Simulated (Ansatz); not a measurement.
# SiC (Moissanite 3C, F-43m): zone-centre modes under pressure, part 2 of 3

Aim: how do the optical modes of SiC (Moissanite 3C, F-43m) move with volume?

Ansatz 0.2.0; DFT PBE, scalar-relativistic, plane waves, PAW; PAW set soft_1.

So far. Step 3 (Tight relaxation): The forces vanish by symmetry and the pressure is 0.000 GPa, within the tolerances set. The cell now holds 10.50 Å³/atom.

## (4) Zone-centre response at rest

The modes at rest are the reference of the series, and the response to a field gives the dielectric tensor and the Born charges.

Input file input.yaml:

```yaml
crystal:
  lattice:
    - [0.0, 2.1898563757, 2.1898563757]
    - [2.1898563757, 0.0, 2.1898563757]
    - [2.1898563757, 2.1898563757, 0.0]
  atoms:
    - { symbol: C, position: [0.75, 0.75, 0.75] }
    - { symbol: Si, position: [0.0, 0.0, 0.0] }
kpoints:
  mp_grid: { grid: [12, 12, 12] }
hamiltonian:
  xc: pbe
  pseudopotentials: { kind: paw, azcp: { folder: soft_1 } }
scf:
  occupations: { method: fixed }
output:
  eigenvalues: true
phonons:
  method: dfpt
  dielectric: true
  rigid_motions: translations
  raman: true
```

The run is started by

```console
ansatz run input.yaml --threads 4 --pin off --max-ram 10240MiB --backend cpu --events-out ev --progress --plain --runs-dir out
```

Numbers of over 12 decimals in the logs are rounded to 6 here.

What it wrote:

```text
[...]
Crystal: 2 atoms, lattice volume = 21.003 Å³
Basis set: ecut = 420 eV, 411 PW (Γ), exchange–correlation on 48×48×48 points (8 copies of the dense FFT grid, shifted against one another)
Bands: 8, of which v1, the nominal top of the filled ones, is band 4 counted from 1 (3 counted from 0)
Symmetry: 24 space group operations
k-points: 280 of 1728 (irreducible under 4 space group operations, time reversal used)
[...]
SCF iter   1: F=—  HF=-888.619143 eV  |F-HF|=—  |Δ(HF+E_count)|=         —  Δρ=1.35e-1  dr2=4.75e0  ethr=3.10e-3  ⟨swp⟩=4.5  Hψ=15544  notcnv=0  defer=259
[...]
SCF iter   8: F=-887.162946 eV  HF=-887.162946 eV  |F-HF|=1.14e-12  |Δ(HF+E_count)|=   1.03e-9  Δρ=5.43e-7  dr2=3.22e-11  ethr=1.25e-12  ⟨swp⟩=6.5  Hψ=16373  notcnv=0
SCF 1 converged in 8 iterations: F = -887.162946 eV  dr2 = 3.22e-11
[...]
NSCF: frozen V_eff on 1 k-points
DFPT response loops at Γ: preconditioner auto → none (the input reference at scf.mixing.eps_inf says where Resta's filter doesn't serve); β = 0.50; Broyden in place of MSR1
── the response to a field inside a basis, on 14×14×14 k-points: an SCF that follows is theirs, and a resumed run solves both again ──
Bands: 5, of which v1, the nominal top of the filled ones, is band 4 counted from 1 (3 counted from 0)
k-points: 280 of 2744 (irreducible under 6 space group operations, time reversal used)
[...]
Eigensolver: Dense (280 Hₖ)
SCF iter   1: F=—  HF=-887.163331 eV  |F-HF|=—  |Δ(HF+E_count)|=         —  Δρ=1.78e-4  dr2=8.97e-7  ethr=1.00e-1
[...]
SCF iter   5: F=-887.163334 eV  HF=-887.163334 eV  |F-HF|=1.59e-12  |Δ(HF+E_count)|=  1.16e-10  Δρ=1.06e-7  dr2=7.78e-13  ethr=1.68e-12
SCF 1 converged in 5 iterations: F = -887.163334 eV  dr2 = 7.78e-13
[...]
SCF converged after 8 iterations
Free energy (F): -887.162946 eV
[...]
Internal energy: -887.162946 eV  (E = F + TS)
E sigma→0 (E₀):  -887.162946 eV
Fermi energy:    9.294493 eV
[...]
--- Band table (eV; the first three rows and the last of 280) ---
[...]
--- Phonons (Γ-DFPT): 2 representative perturbations + reference, on 280 of 1728 k-points (Σ response iterations 6) ---
  k mesh reduced under 4 symmetry operations, with k and −k counted as one. Each operation leaves every solved perturbation unchanged. A smaller set is not considered because the run solves the response to a homogeneous field
  ASR residual: 2.628e-4 → 0.000e0 eV/Å²; symmetrization residual: 3.096e-7 eV/Å²
  ASR residual per site (eV/Å²): 2.63e-4 1.47e-4
  Γ frequencies (cm⁻¹): 0.00 0.00 0.00 774.91 774.91 774.91
  ε∞ (high-frequency dielectric tensor):
        7.001125     0.000000    -0.000000
        0.000000     7.001125     0.000000
       -0.000000     0.000000     7.001125
  ε⁰ (static dielectric tensor: ions relaxed, cell fixed):
       10.388337    -0.000000    -0.000000
       -0.000000    10.388337    -0.000000
       -0.000000    -0.000000    10.388337
  ε⁰ − ε∞ (ionic part):
        3.387212    -0.000000    -0.000000
       -0.000000     3.387212    -0.000000
       -0.000000    -0.000000     3.387212
  softest optical mode at Γ: 774.91 cm⁻¹; the repairs (sum rule, projections) moved no ω² at Γ by more than (2.45 cm⁻¹)²
  Born effective charges Z* (e; rows j = field, columns β = displacement):
    site 0:
        -2.70257    0.00000    0.00000
         0.00000   -2.70257   -0.00000
         0.00000   -0.00000   -2.70257
    site 1:
         2.70257   -0.00000   -0.00000
        -0.00000    2.70257    0.00000
        -0.00000    0.00000    2.70257
  Z* charge neutrality: 2.292e-4 e pre-enforcement
  solved inside a basis spanned on kpoints, on 14×14×14 k-points: ε∞ is read to err by 1.9e-2, Z* by 8.9e-3 e (field_mesh: kpoints solves on kpoints); Z* is corrected for what the basis lacks
  Raman tensors (in the event stream and the table raman_tensors.tsv): an entry may err by 5.9e-4 Å², one of the second-order susceptibility by 6.5e-3 pm/V (basis, points and sum rule); their sum over the sites missed zero by 9.116e-6 Å² ahead of its enforcement
  optical modes at Γ without the LO–TO term, one row a degenerate level:
      ω (cm⁻¹)  modes    IR ((D/Å)²/amu)  static Raman (Å⁴/amu)  depolarisation
        774.91      3            60.0877                36.6498           0.750
  optical modes at Γ + LO–TO along q̂ = [1.0000, 0.0000, 0.0000]:
      ω (cm⁻¹)  modes    IR ((D/Å)²/amu)  static Raman (Å⁴/amu)  depolarisation
        774.91      2            40.0584                24.4332           0.750
        943.93      1            20.0292                60.7041           0.750
  optical modes at Γ + LO–TO along q̂ = [0.0000, 1.0000, 0.0000]:
      ω (cm⁻¹)  modes    IR ((D/Å)²/amu)  static Raman (Å⁴/amu)  depolarisation
        774.91      2            40.0584                24.4332           0.750
        943.93      1            20.0292                60.7041           0.750
  optical modes at Γ + LO–TO along q̂ = [0.0000, 0.0000, 1.0000]:
      ω (cm⁻¹)  modes    IR ((D/Å)²/amu)  static Raman (Å⁴/amu)  depolarisation
        774.91      2            40.0584                24.4332           0.750
        943.93      1            20.0292                60.7041           0.750
```

Run time: 29 s. Hardware: 4 threads of Intel Xeon at 2.60GHz (Ice Lake), shared host; peak memory 0.95 GiB; 1.8 min of CPU time.

In the SCF lines HF is the Harris–Foulkes energy and dr2 the Hartree energy of the density residual, in eV; the loop may stop once dr2 is under the threshold and the program's other checks hold. Hψ counts applications of the Hamiltonian.

This step gave:

```
sum-rule residual before enforcement                    : 2.63e-4 eV/Å²
miss of the charge sum rule                             : 2.29e-4 e
estimated error of the dielectric tensor                : 0.01873
estimated error of the Born charges                     : 0.008860 e
point group                                             : -43m
highest optical mode at the zone centre (no LO-TO term) : 774.9 cm⁻¹
lowest optical zone-centre mode                         : 774.9 cm⁻¹
mean high-frequency dielectric constant                 : 7.001
largest Born charge (third of the trace)                : -2.703 e
mean static dielectric constant                         : 10.39
top of the zone-centre spectrum with the field          : 943.9 cm⁻¹
```

Without the LO-TO term. Patterns of degenerate modes are one choice out of their space. The modes at Γ (shares of kinetic energy by element, %):

```csv
mode,frequency (cm⁻¹),symmetry,C %,Si %
1,0.0,acoustic,30,70
2,0.0,acoustic,30,70
3,0.0,acoustic,30,70
4,774.9,T2,70,30
5,774.9,T2,70,30
6,774.9,T2,70,30
```

Displacements in mode 4 (774.9 cm⁻¹), the largest set to 1:
```
C1   0.00  1.00  0.00
Si2  0.00 -0.43  0.00
```

Optical modes at the zone centre, without and with the macroscopic field of the longitudinal modes; each column is sorted by frequency, so a row need not hold one and the same mode. Modes with and without the field, by row:

| rank among optical modes | no field (cm⁻¹) | q along (1, 0, 0) (cm⁻¹) |
| --- | --- | --- |
| 1 | 774.9 | 774.9 |
| 2 | 774.9 | 774.9 |
| 3 | 774.9 | 943.9 |

Born charge (rows field, columns displacement) (e), principal values of the symmetric part by kind of site:

```csv
atom,atoms with these values,low,middle,high,mean
C1,1,-2.70,-2.70,-2.70,-2.70
Si2,1,2.70,2.70,2.70,2.70
```

In full for Si2:

```
2.70 0.00 0.00
0.00 2.70 0.00
0.00 0.00 2.70
```

High-frequency dielectric tensor:

```
7.00 0.00 0.00
0.00 7.00 0.00
0.00 0.00 7.00
```

Static dielectric tensor (ions relaxed, fixed cell):

```
10.39  0.00  0.00
 0.00 10.39  0.00
 0.00  0.00 10.39
```

Transverse modes. Infrared lines, with heights relative to the strongest:

| position (cm⁻¹) | label | relative intensity |
| --- | --- | --- |
| 775 | T2 | 100 |

Activity x (w_L - w)^4 (n + 1)/w, 532 nm, 300 K; modes without the macroscopic field alone. Raman lines, with heights relative to the strongest:

```csv
position (cm⁻¹),label,relative intensity
775,T2,100
```

Before it was imposed, the acoustic sum rule was missed by 2.6e-4 eV/Å² and the charge sum rule by 2.3e-4 e. Small misses are needed for a sound result but don't prove that mesh and cutoff are converged. The lowest optical mode is real, 775 cm⁻¹.

## (5) Ground state of a member: 1.06 times the volume at rest

The cell is set to 1.06 times the volume at rest; symmetry leaves nothing else free, so this is a single point.

input.yaml, the sections that differ from step 4:

```yaml
crystal:
  lattice:
    - [0.0, 2.2328056399, 2.2328056399]
    - [2.2328056399, 0.0, 2.2328056399]
    - [2.2328056399, 2.2328056399, 0.0]
  atoms:
    - { symbol: C, position: [0.75, 0.75, 0.75] }
    - { symbol: Si, position: [0.0, 0.0, 0.0] }
scf:
  occupations: { method: gaussian, width: 0.02 }
output:
  forces: true
  stress: true
  eigenvalues: true
# kpoints, hamiltonian: as in step 4
# phonons: removed
```

What it wrote:

```text
[...]
Crystal: 2 atoms, lattice volume = 22.263 Å³
Basis set: ecut = 420 eV, 411 PW (Γ), exchange–correlation on 48×48×48 points (8 copies of the dense FFT grid, shifted against one another)
Bands: 8, of which v1, the nominal top of the filled ones, is band 4 counted from 1 (3 counted from 0)
Symmetry: 24 space group operations
[...]
k-points: 72 of 1728 (time reversal used)
[...]
SCF iter   1: F=—  HF=-888.422249 eV  |F-HF|=—  |Δ(HF+E_count)|=         —  Δρ=1.24e-1  dr2=4.40e0  ethr=3.10e-3  ⟨swp⟩=6.0  Hψ=4936  notcnv=0
[...]
SCF iter   7: F=-887.117311 eV  HF=-887.117311 eV  |F-HF|=1.21e-8  |Δ(HF+E_count)|=   2.18e-7  Δρ=1.55e-5  dr2=2.67e-8  ethr=1.25e-9  ⟨swp⟩=3.0  Hψ=2228  notcnv=0
SCF 1 converged in 7 iterations: F = -887.117311 eV  dr2 = 2.67e-8
[...]
SCF converged after 7 iterations
Free energy (F): -887.117311 eV
[...]
Internal energy: -887.117311 eV  (E = F + TS)
E sigma→0 (E₀):  -887.117311 eV
Fermi energy:    9.294715 eV
[...]
--- Stress (GPa, compression-positive) ---
      -11.055180       0.000000      -0.000000
       -0.000000     -11.055180       0.000000
       -0.000000       0.000000     -11.055180
  P = ⅓ Tr σ = -11.0552 GPa (-110.552 kbar)
--- Band table (eV; the first three rows and the last of 72) ---
[...]
```

The job ended after 0.46 s (4 threads; peak memory 0.34 GiB).

This step gave:

| Property | Result |
| --- | --- |
| pressure | -11.06 GPa |
| gap on the k-mesh | 1.423 eV |
| volume per atom | 11.13 Å³ |

The forces vanish by symmetry, at a pressure of -11.06 GPa.

## (6) Zone-centre modes of the member: 1.06 times the volume at rest

The zone-centre modes follow for 1.06 times the volume at rest, with the response to a field.

input.yaml: that of step 5 with these lines changed.

```diff
@@ -14,6 +14,8 @@
 scf:
-  occupations: { method: gaussian, width: 0.02 }
+  occupations: { method: fixed }
 output:
-  forces: true
-  stress: true
   eigenvalues: true
+phonons:
+  method: dfpt
+  dielectric: true
+  rigid_motions: translations
```

What it wrote:

```text
[...]
Crystal: 2 atoms, lattice volume = 22.263 Å³
Basis set: ecut = 420 eV, 411 PW (Γ), exchange–correlation on 48×48×48 points (8 copies of the dense FFT grid, shifted against one another)
Bands: 8, of which v1, the nominal top of the filled ones, is band 4 counted from 1 (3 counted from 0)
Symmetry: 24 space group operations
k-points: 280 of 1728 (irreducible under 4 space group operations, time reversal used)
[...]
SCF iter   1: F=—  HF=-888.422234 eV  |F-HF|=—  |Δ(HF+E_count)|=         —  Δρ=1.24e-1  dr2=4.40e0  ethr=3.10e-3  ⟨swp⟩=4.7  Hψ=15632  notcnv=0  defer=308
[...]
SCF iter   9: F=-887.117311 eV  HF=-887.117311 eV  |F-HF|=3.41e-13  |Δ(HF+E_count)|=  3.26e-11  Δρ=4.22e-8  dr2=2.03e-13  ethr=1.25e-12  ⟨swp⟩=7.3  Hψ=13889  notcnv=0
SCF 1 converged in 9 iterations: F = -887.117311 eV  dr2 = 2.03e-13
[...]
Bands: 5, of which v1, the nominal top of the filled ones, is band 4 counted from 1 (3 counted from 0)
k-points: 182 of 1728 (irreducible under 6 space group operations, time reversal used)
[...]
Eigensolver: Dense (182 Hₖ)
SCF iter   1: F=—  HF=-887.117599 eV  |F-HF|=—  |Δ(HF+E_count)|=         —  Δρ=1.64e-4  dr2=8.22e-7  ethr=1.00e-1
[...]
SCF iter   3: F=-887.117602 eV  HF=-887.117602 eV  |F-HF|=3.94e-8  |Δ(HF+E_count)|=   7.12e-7  Δρ=1.96e-5  dr2=6.76e-8  ethr=2.78e-9
SCF 1 converged in 3 iterations: F = -887.117602 eV  dr2 = 6.76e-8
[...]
SCF converged after 9 iterations
Free energy (F): -887.117311 eV
[...]
Internal energy: -887.117311 eV  (E = F + TS)
E sigma→0 (E₀):  -887.117311 eV
Fermi energy:    8.583320 eV
[...]
--- Band table (eV; the first three rows and the last of 280) ---
[...]
ASR residual: 1.428e-5 → 0.000e0 eV/Å²; symmetrization residual: 1.664e-7 eV/Å²
  ASR residual per site (eV/Å²): 1.43e-5 9.41e-6
  Γ frequencies (cm⁻¹): 0.00 0.00 0.00 725.55 725.55 725.55
  ε∞ (high-frequency dielectric tensor):
        7.186835     0.000000     0.000000
        0.000000     7.186835     0.000000
        0.000000     0.000000     7.186835
  ε⁰ (static dielectric tensor: ions relaxed, cell fixed):
       10.709613     0.000000     0.000000
        0.000000    10.709613     0.000000
        0.000000     0.000000    10.709613
  ε⁰ − ε∞ (ionic part):
        3.522778     0.000000     0.000000
        0.000000     3.522778     0.000000
        0.000000     0.000000     3.522778
[...]
Born effective charges Z* (e; rows j = field, columns β = displacement):
    site 0:
        -2.65685   -0.00000   -0.00000
        -0.00000   -2.65685   -0.00000
        -0.00000   -0.00000   -2.65685
    site 1:
         2.65685    0.00000    0.00000
         0.00000    2.65685    0.00000
         0.00000    0.00000    2.65685
  Z* charge neutrality: 5.606e-4 e pre-enforcement
  solved inside a basis spanned on kpoints, on 12×12×12 k-points, its susceptibility summed on 16×16×16: ε∞ is read to err by 2.1e-2, Z* by 8.9e-3 e (field_mesh: kpoints solves on kpoints); Z* is corrected for what the basis lacks
  optical modes at Γ without the LO–TO term, one row a degenerate level:
      ω (cm⁻¹)  modes    IR ((D/Å)²/amu)
        725.55      3            58.0717
  optical modes at Γ + LO–TO along q̂ = [1.0000, 0.0000, 0.0000]:
      ω (cm⁻¹)  modes    IR ((D/Å)²/amu)
        725.55      2            38.7145
        885.70      1            19.3572
  optical modes at Γ + LO–TO along q̂ = [0.0000, 1.0000, 0.0000]:
      ω (cm⁻¹)  modes    IR ((D/Å)²/amu)
        725.55      2            38.7145
        885.70      1            19.3572
  optical modes at Γ + LO–TO along q̂ = [0.0000, 0.0000, 1.0000]:
      ω (cm⁻¹)  modes    IR ((D/Å)²/amu)
        725.55      2            38.7145
        885.70      1            19.3572
```

Run time: 9.1 s. Hardware: 4 threads; peak memory 0.59 GiB; 31 s of CPU time.

Numbers from this step:

```
sum-rule residual before enforcement                    : 1.43e-5 eV/Å²
miss of the charge sum rule                             : 5.61e-4 e
estimated error of the dielectric tensor                : 0.02055
estimated error of the Born charges                     : 0.008865 e
highest optical mode at the zone centre (no LO-TO term) : 725.5 cm⁻¹
lowest optical zone-centre mode                         : 725.5 cm⁻¹
mean high-frequency dielectric constant                 : 7.187
largest Born charge (third of the trace)                : -2.657 e
mean static dielectric constant                         : 10.71
top of the zone-centre spectrum with the field          : 885.7 cm⁻¹
```

Without the LO-TO term. Patterns of degenerate modes are one choice out of their space. Modes at Γ, with each element's share of the kinetic energy:

| mode | frequency (cm⁻¹) | symmetry | C % | Si % |
| --- | --- | --- | --- | --- |
| 1 | 0.0 | acoustic | 30 | 70 |
| 2 | 0.0 | acoustic | 30 | 70 |
| 3 | 0.0 | acoustic | 30 | 70 |
| 4 | 725.5 | T2 | 70 | 30 |
| 5 | 725.5 | T2 | 70 | 30 |
| 6 | 725.5 | T2 | 70 | 30 |

Transverse modes. Lines of the infrared spectrum (strongest = 100):

```csv
position (cm⁻¹),label,relative intensity
726,T2,100
```

The optical mode without the LO-TO term lies at 725.5 cm⁻¹.

Between step 4 and this run (volume ratio 1.06) the value for the mean static dielectric tensor (ions relaxed, fixed cell) moves from 10.4 to 10.7 (+3 %).

(Continued in part 3 of 3.)

[Logs are printed without paths, hosts, clocks, repeated set-up lines and the standing remarks that a program may print on its own settings, such as how far it seeks lower states.]

[Hosts, paths, dates, database ids (printed as entryN), source tags and the programs' standing remarks are cut or masked in the printed files.]
